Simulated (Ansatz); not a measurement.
# A vacancy of C at several sites of SiC(10-10)/MgS(100) interface (76 atoms)

Aim: make a vacancy of C at several sites of SiC(10-10)/MgS(100) interface (76 atoms), relax each, and compare their energies.

Main program and level: Ansatz 0.2.0; Kohn-Sham DFT, LDA, PAW (set soft_1), plane waves.

### Step 1. The starting structure

The cell holds 76 atoms: 24 Si, 24 C, 14 Mg and 14 S. Its edges and angles: a = 11.823 Å, b = 7.958 Å, c = 10.748 Å, α = 90.0°, β = 90.0°, γ = 98.0°. It derives from SiC and MgS. Wurtzite SiC(10-10), 2 repeat layers, 6 surface cells, strained -0.00 and +0.00 %; rock-salt MgS(100), 2 layers, 7 cells, +1.68 and -3.21 %; outer planes 2.43 Å apart and 2.15 Å at the second interface of the periodic stack; not relaxed, displaced by a Gaussian of 0.02 Å. Regions: SiC, 48 atoms (24 Si and 24 C); MgS, 28 atoms (14 Mg and 14 S).

### Step 2. Single point at the start

The forces at the start show how far the geometry lies from a minimum of this functional.

Input file input.yaml:

```yaml
crystal:
  lattice:
    - [11.8227, 0.0, 0.0]
    - [-1.10952, 7.88027, 0.0]
    - [0.0, 0.0, 10.74772]
  atoms:
    - { symbol: Si, position: [0.66589, 0.33604, 0.99843] }
    - { symbol: C, position: [0.7937, 0.46316, 0.08219] }
    - { symbol: Si, position: [0.9169, 0.33836, 0.08399] }
    - { symbol: C, position: [0.87493, 0.13036, 4.0e-05] }
    - { symbol: Si, position: [0.75322, 0.49907, 0.24663] }
    - { symbol: C, position: [0.70844, 0.29309, 0.33509] }
    - { symbol: Si, position: [0.83559, 0.1648, 0.33062] }
    - { symbol: C, position: [0.95773, 0.29252, 0.24775] }
    - { symbol: Si, position: [0.16502, 0.33146, 0.9981] }
    - { symbol: C, position: [0.29277, 0.45962, 0.08494] }
    - { symbol: Si, position: [0.41843, 0.3378, 0.07899] }
    - { symbol: C, position: [0.37568, 0.12489, 0.99625] }
    - { symbol: Si, position: [0.25142, 0.50328, 0.24918] }
    - { symbol: C, position: [0.20933, 0.29365, 0.33007] }
    - { symbol: Si, position: [0.33602, 0.17126, 0.32973] }
    - { symbol: C, position: [0.4602, 0.2968, 0.24687] }
    - { symbol: Si, position: [0.50335, 0.00407, 0.99962] }
    - { symbol: C, position: [0.62935, 0.13007, 0.08277] }
    - { symbol: Si, position: [0.75258, 0.00149, 0.08413] }
    - { symbol: C, position: [0.70965, 0.79391, 0.99921] }
    - { symbol: Si, position: [0.58621, 0.17144, 0.24612] }
    - { symbol: C, position: [0.5427, 0.96309, 0.33089] }
    - { symbol: Si, position: [0.66816, 0.83917, 0.33377] }
    - { symbol: C, position: [0.79179, 0.96245, 0.24986] }
    - { symbol: Si, position: [0.99967, 0.00297, 0.00174] }
    - { symbol: C, position: [0.12833, 0.12561, 0.08285] }
    - { symbol: Si, position: [0.25289, 0.00489, 0.08513] }
    - { symbol: C, position: [0.2075, 0.78804, 0.99966] }
    - { symbol: Si, position: [0.0826, 0.16906, 0.24701] }
    - { symbol: C, position: [0.04533, 0.95647, 0.33121] }
    - { symbol: Si, position: [0.16992, 0.83974, 0.33261] }
    - { symbol: C, position: [0.29353, 0.96144, 0.2473] }
    - { symbol: Si, position: [0.33594, 0.67225, 0.99978] }
    - { symbol: C, position: [0.46226, 0.79064, 0.08313] }
    - { symbol: Si, position: [0.58585, 0.67243, 0.08237] }
    - { symbol: C, position: [0.54256, 0.46161, 0.99908] }
    - { symbol: Si, position: [0.41666, 0.83531, 0.24734] }
    - { symbol: C, position: [0.37768, 0.62701, 0.33048] }
    - { symbol: Si, position: [0.50231, 0.50128, 0.3303] }
    - { symbol: C, position: [0.62744, 0.62628, 0.24978] }
    - { symbol: Si, position: [0.83391, 0.67076, 0.00244] }
    - { symbol: C, position: [0.95978, 0.79223, 0.08227] }
    - { symbol: Si, position: [0.08465, 0.6653, 0.08731] }
    - { symbol: C, position: [0.04356, 0.45922, 0.99867] }
    - { symbol: Si, position: [0.91716, 0.83523, 0.24527] }
    - { symbol: C, position: [0.87665, 0.62522, 0.3307] }
    - { symbol: Si, position: [0.00185, 0.5038, 0.32959] }
    - { symbol: C, position: [0.12753, 0.62475, 0.24637] }
    - { symbol: Mg, position: [0.49367, 0.46175, 0.55664] }
    - { symbol: S, position: [0.42179, 0.75042, 0.55606] }
    - { symbol: Mg, position: [0.4248, 0.75192, 0.80309] }
    - { symbol: S, position: [0.20931, 0.61117, 0.80263] }
    - { symbol: Mg, position: [0.20608, 0.60626, 0.55561] }
    - { symbol: S, position: [0.13648, 0.89124, 0.55499] }
    - { symbol: Mg, position: [0.13565, 0.88917, 0.79911] }
    - { symbol: S, position: [0.92296, 0.75357, 0.80382] }
    - { symbol: Mg, position: [0.92204, 0.74879, 0.55774] }
    - { symbol: S, position: [0.85136, 0.03514, 0.55933] }
    - { symbol: Mg, position: [0.85139, 0.04312, 0.79899] }
    - { symbol: S, position: [0.6366, 0.89575, 0.79861] }
    - { symbol: Mg, position: [0.63805, 0.89496, 0.55695] }
    - { symbol: S, position: [0.56481, 0.17809, 0.55388] }
    - { symbol: Mg, position: [0.56357, 0.18249, 0.80102] }
    - { symbol: S, position: [0.35117, 0.03664, 0.79717] }
    - { symbol: Mg, position: [0.34647, 0.03724, 0.56007] }
    - { symbol: S, position: [0.27654, 0.32342, 0.55349] }
    - { symbol: Mg, position: [0.28051, 0.32134, 0.80021] }
    - { symbol: S, position: [0.06538, 0.18049, 0.79865] }
    - { symbol: Mg, position: [0.06456, 0.17988, 0.55561] }
    - { symbol: S, position: [0.99297, 0.46908, 0.55609] }
    - { symbol: Mg, position: [0.9944, 0.4661, 0.80178] }
    - { symbol: S, position: [0.77828, 0.32284, 0.80124] }
    - { symbol: Mg, position: [0.77733, 0.32466, 0.55566] }
    - { symbol: S, position: [0.7121, 0.61033, 0.55793] }
    - { symbol: Mg, position: [0.70791, 0.60524, 0.80007] }
    - { symbol: S, position: [0.49145, 0.46972, 0.80153] }
kpoints:
  mp_grid: { grid: [1, 2, 1] }
hamiltonian:
  xc: lda
  pseudopotentials: { kind: paw, azcp: { folder: soft_1 }, xc_functional: pbe }
scf:
  occupations: { method: gaussian, width: 0.025 }
output:
  forces: true
```

Command:

```
ansatz run input.yaml --threads 4 --pin off --max-ram 8192MiB --backend cpu --events-out ev --progress --plain --runs-dir out
```

Numbers of over 12 decimals in the logs are rounded to 6 here.

The program printed:

```text
[...]
Pseudopotentials: kind: paw
Pseudopotential: Si, paw, valence charge 4, recommended cutoff 420 eV (normal), soft_1/Si.paw.azcp
Pseudopotential: C, paw, valence charge 4, recommended cutoff 420 eV (normal), soft_1/C.paw.azcp
Pseudopotential: Mg, paw, valence charge 10, recommended cutoff 420 eV (normal), soft_1/Mg.paw.azcp
Pseudopotential: S, paw, valence charge 6, recommended cutoff 420 eV (normal), soft_1/S.paw.azcp
[... 3 lines on functional and potentials left out ...]
Crystal: 76 atoms, lattice volume = 1001.323 Å³
Basis set: ecut = 420 eV, 19535 PW (Γ)
Bands: 284, of which v1, the nominal top of the filled ones, is band 208 counted from 1 (207 counted from 0)
Symmetry: 1 space group operations
Space group: P1 (ITA 1), of the structure as read, at distance tolerance 1.0e-4 Å
k-points: 2
[... 13 lines on functional and potentials left out ...]
Initial density: superposition of atomic densities (chi_scale 0.1, normalization cell, long waves 6 % of neutral atoms (reshape's long-wave potential 1.06 eV rms, cloud 2.46 Å wide))
Initial wavefunctions: pseudopotential atomic-orbital guess
[...]
SCF iter   1: F=—  HF=-59281.772642 eV  |F-HF|=—  |Δ(HF+E_count)|=         —  Δρ=9.34e-2  dr2=1.20e2  ethr=3.10e-3  ⟨swp⟩=7.0  Hψ=2589  notcnv=0  defer=117
preconditioner: auto → Resta (q_TF=auto, 2.357 Å⁻¹)  ε∞=4.6  [insulator: Δε(μ)=0.025 eV  Ē_g=10.764 eV  σ=0.025 eV  W_gap=0.52  n_scr=204 (ndim 8)  ℏωp=20.5 eV  f_vac=0.000  D(μ)=35.12/eV (n_scr^D=280)  ε∞_Penn≈4.6]
[...]
SCF iter   6: F=—  HF=-59248.088115 eV  |F-HF|=—  |Δ(HF+E_count)|=   4.25e-3  Δρ=9.24e-4  dr2=3.83e-2  ethr=1.25e-5  ⟨swp⟩=3.0  Hψ=774  notcnv=0  defer=136
SCF iter   7: F=—  HF=-59248.085487 eV  |F-HF|=—  |Δ(HF+E_count)|=   2.63e-3  Δρ=2.62e-4  dr2=6.10e-3  ethr=9.20e-6  ⟨swp⟩=1.0  Hψ=432  notcnv=0  defer=50
automatic band count: iteration 7 solves 241 bands in place of 284: the levels show a gap, and the empty bands left out lie too high to hold charge; the band table lists the bands solved (type scf.n_extra_bands for more)
SCF iter   8: F=—  HF=-59248.084638 eV  |F-HF|=—  |Δ(HF+E_count)|=   8.49e-4  Δρ=1.20e-4  dr2=7.83e-4  ethr=1.47e-6  ⟨swp⟩=3.0  Hψ=933  notcnv=0  defer=136
automatic band count: iteration 8 solves 284 bands in place of 241: the levels no longer show a gap clear of their residuals, so the SCF keeps every band
SCF iter   9: F=—  HF=-59248.084535 eV  |F-HF|=—  |Δ(HF+E_count)|=   1.03e-4  Δρ=5.87e-5  dr2=1.41e-4  ethr=1.88e-7  ⟨swp⟩=2.5  Hψ=879  notcnv=0  defer=136
SCF iter  10: F=—  HF=-59248.084527 eV  |F-HF|=—  |Δ(HF+E_count)|=   7.79e-6  Δρ=2.02e-5  dr2=1.66e-5  ethr=3.38e-8  ⟨swp⟩=2.0  Hψ=553  notcnv=0  defer=136
SCF iter  11: F=—  HF=-59248.084894 eV  |F-HF|=—  |Δ(HF+E_count)|=   3.68e-4  Δρ=9.38e-6  dr2=3.98e-6  ethr=3.99e-9  ⟨swp⟩=2.0  Hψ=594  notcnv=0  defer=136
SCF iter  12: F=—  HF=-59248.084894 eV  |F-HF|=—  |Δ(HF+E_count)|=   6.18e-7  Δρ=3.84e-6  dr2=8.51e-7  ethr=9.57e-10  ⟨swp⟩=2.0  Hψ=558  notcnv=0  defer=136
SCF iter  13: F=—  HF=-59248.084894 eV  |F-HF|=—  |Δ(HF+E_count)|=   9.15e-8  Δρ=1.27e-6  dr2=1.10e-7  ethr=2.04e-10  ⟨swp⟩=2.5  Hψ=715  notcnv=0  defer=136
SCF iter  14: F=-59248.084894 eV  HF=-59248.084894 eV  |F-HF|=3.42e-8  |Δ(HF+E_count)|=   1.40e-8  Δρ=6.79e-7  dr2=3.67e-8  ethr=2.40e-11  ⟨swp⟩=4.0  Hψ=1573  notcnv=0
SCF 1 converged in 14 iterations: F = -59248.084894 eV  dr2 = 3.67e-8
[...]
SCF converged after 14 iterations
Free energy (F): -59248.084894 eV
Harris-Foulkes:  -59248.084894 eV  (|F-HF|=3.42e-8)
Internal energy: -59248.070166 eV  (E = F + TS)
E sigma→0 (E₀):  -59248.077530 eV
Entropy (-TS):   -0.014727 eV (-0.194 meV/atom)
Fermi energy:    8.761046 eV
--- Per-component energies (eV) ---
[...]
Σ components = -59248.084894   (vs F -59248.084894, Δ=0.00e0)
--- Forces (eV/Å), atoms counted from 1 ---
  atom   1  Si     1.22558896     0.45534888     2.08443645
  atom   2  C     -0.69930517    -0.60775960    -1.52288054
  atom   3  Si     0.89138791    -0.45242748    -1.98339178
  atom   4  C      0.63346313    -1.77295766     1.10251969
[...]
atom  76  S     -0.03241326    -0.43160111     1.05551088
  max |Σ_I F_I| component: 1.79e-4 eV/Å
```

The job ended after 13 s (4 threads of Arm Neoverse V2, shared host; peak memory 2.6 GiB).

Reading the cycles: dr2 is the Hartree energy of the density residual (eV), the measure of convergence; HF is the Harris–Foulkes estimate of the energy, which meets the free energy F at convergence.

The r.m.s. force at the start is 1.0 eV/Å.

### Step 3. Relaxation

The atoms are relaxed in the fixed cell, aiming at the force tolerance of the input.

Input file input.yaml:

```yaml
crystal:
  lattice:
    - [11.8227, 0.0, 0.0]
    - [-1.10952, 7.88027, 0.0]
    - [0.0, 0.0, 10.74772]
  atoms:
    [... the 76 atom lines of step 2 ...]
kpoints:
  mp_grid: { grid: [1, 2, 1] }
hamiltonian:
  xc: lda
  pseudopotentials: { kind: paw, azcp: { folder: soft_1 }, xc_functional: pbe }
scf:
  occupations: { method: gaussian, width: 0.025 }
output:
  forces: true
relax:
  f_tol: 0.05
  max_steps: 120
```

The program printed:

```text
[...]
Crystal: 76 atoms, lattice volume = 1001.323 Å³
Basis set: ecut = 420 eV, 19535 PW (Γ)
Bands: 284, of which v1, the nominal top of the filled ones, is band 208 counted from 1 (207 counted from 0)
Symmetry: 1 space group operations
[...]
k-points: 2
[...]
SCF iter   1: F=—  HF=-59281.772642 eV  |F-HF|=—  |Δ(HF+E_count)|=         —  Δρ=9.34e-2  dr2=1.20e2  ethr=3.10e-3  ⟨swp⟩=7.0  Hψ=2589  notcnv=0  defer=117
[...]
SCF iter   9: F=—  HF=-59248.084917 eV  |F-HF|=—  |Δ(HF+E_count)|=   1.18e-4  Δρ=5.81e-5  dr2=1.53e-4  ethr=1.76e-7  ⟨swp⟩=2.0  Hψ=615  notcnv=0  defer=136
SCF iter  10: F=-59248.084881 eV  HF=-59248.084897 eV  |F-HF|=1.62e-5  |Δ(HF+E_count)|=   1.96e-5  Δρ=2.06e-5  dr2=1.87e-5  ethr=1.50e-8  ⟨swp⟩=3.0  Hψ=1800  notcnv=0
SCF 1 converged in 10 iterations: F = -59248.084881 eV  dr2 = 1.87e-5
[...]
relax step   1: F+E_penalty+E_count = -59248.08488080 eV  Δ(F+E_penalty+E_count) = +0.000e0 eV  max|allowed force component| = 2.884e0 eV/Å  Δτ_max = 0.0000 Å  (10 SCF iters, dr2 threshold 6.25e-5 eV, accepted)
[...]
relax step   2: F+E_penalty+E_count = -59255.60316419 eV  Δ(F+E_penalty+E_count) = -7.518e0 eV  max|allowed force component| = 1.763e0 eV/Å  Δτ_max = 0.1948 Å  (7 SCF iters, dr2 threshold 1.00e-4 eV, accepted)
[...]
relax step   3: F+E_penalty+E_count = -59259.06168441 eV  Δ(F+E_penalty+E_count) = -3.459e0 eV  max|allowed force component| = 1.793e0 eV/Å  Δτ_max = 0.1949 Å  (7 SCF iters, dr2 threshold 1.00e-4 eV, accepted)
relax step   4: F+E_penalty+E_count = -59260.33962214 eV  Δ(F+E_penalty+E_count) = -1.278e0 eV  max|allowed force component| = 1.073e0 eV/Å  Δτ_max = 0.2000 Å  (6 SCF iters, dr2 threshold 1.00e-4 eV, accepted)
relax step   5: F+E_penalty+E_count = -59261.01771395 eV  Δ(F+E_penalty+E_count) = -6.781e-1 eV  max|allowed force component| = 1.237e0 eV/Å  Δτ_max = 0.1948 Å  (6 SCF iters, dr2 threshold 1.00e-4 eV, accepted)
relax step   6: F+E_penalty+E_count = -59261.14993138 eV  Δ(F+E_penalty+E_count) = -1.322e-1 eV  max|allowed force component| = 5.345e-1 eV/Å  Δτ_max = 0.2000 Å  (6 SCF iters, dr2 threshold 1.00e-4 eV, accepted)
relax step   7: F+E_penalty+E_count = -59261.11417787 eV  Δ(F+E_penalty+E_count) = +3.575e-2 eV  max|allowed force component| = 4.567e-1 eV/Å  Δτ_max = 0.2000 Å  (7 SCF iters, dr2 threshold 5.34e-5 eV, rejected (line search))
relax step   8: F+E_penalty+E_count = -59261.30451629 eV  Δ(F+E_penalty+E_count) = -1.546e-1 eV  max|allowed force component| = 7.953e-2 eV/Å  Δτ_max = 0.0974 Å  (8 SCF iters, accepted)
[...]
relax step   9: F+E_penalty+E_count = -59261.30882561 eV  Δ(F+E_penalty+E_count) = -4.309e-3 eV  max|allowed force component| = 4.371e-2 eV/Å  Δτ_max = 0.0221 Å  (6 SCF iters, accepted)
SCF converged after 6 iterations
Free energy (F): -59261.308826 eV
[...]
Internal energy: -59261.308826 eV  (E = F + TS)
E sigma→0 (E₀):  -59261.308826 eV
Fermi energy:    8.951052 eV
[...]
Σ components = -59261.308826   (vs F -59261.308826, Δ=0.00e0)
--- Forces (eV/Å), atoms counted from 1 ---
  atom   1  Si     0.01274375    -0.00293847     0.01540267
  atom   2  C     -0.00008669    -0.00210121     0.01119084
  atom   3  Si    -0.00147738     0.01275853    -0.00567384
  atom   4  C     -0.00482361    -0.00503666     0.00337350
[...]
atom  76  S      0.01812157    -0.00289982    -0.02495254
  max |Σ_I F_I| component: 3.13e-5 eV/Å
--- Relaxed structure (9 steps of the walk, 8 accepted, 0 SCFs on fresh bases) ---
  F+E_penalty+E_count = -59261.30882561 eV   max|allowed force component| = 4.371e-2 eV/Å
  atoms:
    - { symbol: Si, position: [0.677700, 0.340833, 1.008008] }
    - { symbol: C, position: [0.801448, 0.464878, 0.083512] }
    - { symbol: Si, position: [0.921740, 0.334168, 0.082171] }
    - { symbol: C, position: [0.880954, 0.123359, 0.00554406] }
[...]
- { symbol: S, position: [0.488363, 0.480387, 0.849990] }
```

Elapsed: 82 s, on 4 threads; peak memory 2.6 GiB.

The relaxation converged after 9 steps, 13.2 eV below its start, with a largest force component of 0.044 eV/Å.

(Part 1 of 2 ends here.)

[Logs are printed without paths, hosts, clocks, repeated set-up lines and the standing remarks that a program may print on its own settings, such as how far it seeks lower states.]

[Hosts, paths, dates, database ids (printed as entryN), source tags and the programs' standing remarks are cut or masked in the printed files.]
